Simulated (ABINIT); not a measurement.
Planning a run of ABINIT 10.8.3 on SiO2 (Stishovite). The input:

```
acell 3*1.0 Angstrom
rprim 
  4.177300000000 0.000000000000 0.000000000000
  0.000000000000 4.177300000000 0.000000000000
  0.000000000000 0.000000000000 2.665200000000
ntypat 2
znucl 14 8
natom 6
typat 1 1 2 2 2 2
xred 
  0.000000000000 0.000000000000 0.000000000000
  0.500000000000 0.500000000000 0.500000000000
  0.305900000000 0.305900000000 0.000000000000
  0.194100000000 0.805900000000 0.500000000000
  0.694100000000 0.694100000000 0.000000000000
  0.805900000000 0.194100000000 0.500000000000
pp_dirpath "pseudos"
pseudos "Si.upf, O.upf"
ecut 36
ngkpt 4 4 4
nshiftk 1
shiftk 0 0 0
kptopt 1
chksymbreak 0
istwfk *1
occopt 1
irdwfk 1
optdriver 4
nband 137
gwcalctyp 10
ecutsigx 36
symsigma 1
nkptgw 18
kptgw 
  0.0000000000 0.0000000000 0.0000000000
  0.2500000000 0.0000000000 0.0000000000
  0.5000000000 0.0000000000 0.0000000000
  0.2500000000 0.2500000000 0.0000000000
  0.5000000000 0.2500000000 0.0000000000
  0.5000000000 0.5000000000 0.0000000000
  0.0000000000 0.0000000000 0.2500000000
  0.2500000000 0.0000000000 0.2500000000
  0.5000000000 0.0000000000 0.2500000000
  0.2500000000 0.2500000000 0.2500000000
  0.5000000000 0.2500000000 0.2500000000
  0.5000000000 0.5000000000 0.2500000000
  0.0000000000 0.0000000000 0.5000000000
  0.2500000000 0.0000000000 0.5000000000
  0.5000000000 0.0000000000 0.5000000000
  0.2500000000 0.2500000000 0.5000000000
  0.5000000000 0.2500000000 0.5000000000
  0.5000000000 0.5000000000 0.5000000000
bdgw 
  5 22
  5 22
  5 22
  5 22
  5 22
  5 22
  5 22
  5 22
  5 22
  5 22
  5 22
  5 22
  5 22
  5 22
  5 22
  5 22
  5 22
  5 22
ecuteps 7.2
irdscr 1
ppmodel 1
irdqps 1
indata_prefix "in"
outdata_prefix "out"
tmpdata_prefix "tmp"
```

```sh
OMP_NUM_THREADS=1 mpirun -n 8 abinit run.abi > log
```

**Question.** How long will it take on 8 MPI ranks of Arm Neoverse V2, shared host, and how much memory?

It took 9.4 min; on shared hardware allow 4.7 min to 19 min. Peak host memory was 4.8 GiB.

[Paths, hosts, dates, memory and timing lines, banners, echoed tables and standing remarks are left out of the program output.]

[Logs are printed without paths, hosts, clocks, repeated set-up lines and the standing remarks that a program may print on its own settings, such as how far it seeks lower states.]

[Runs of the session that timed out or met a known fault of the program may be left out.]

[Hosts, paths, dates, database ids (printed as entryN), source tags and the programs' standing remarks are cut or masked in the printed files.]

[G0W0 gaps are taken among the corrected bands and points alone; a level outside them can change the order at an edge.]

[Where Ansatz stands beside ABINIT at settings called matched, ABINIT's density can come from a denser mesh and the files from another edition; pairs whose starting gaps differed by over 0.03 eV were left out, so agreement reads better than it is.]
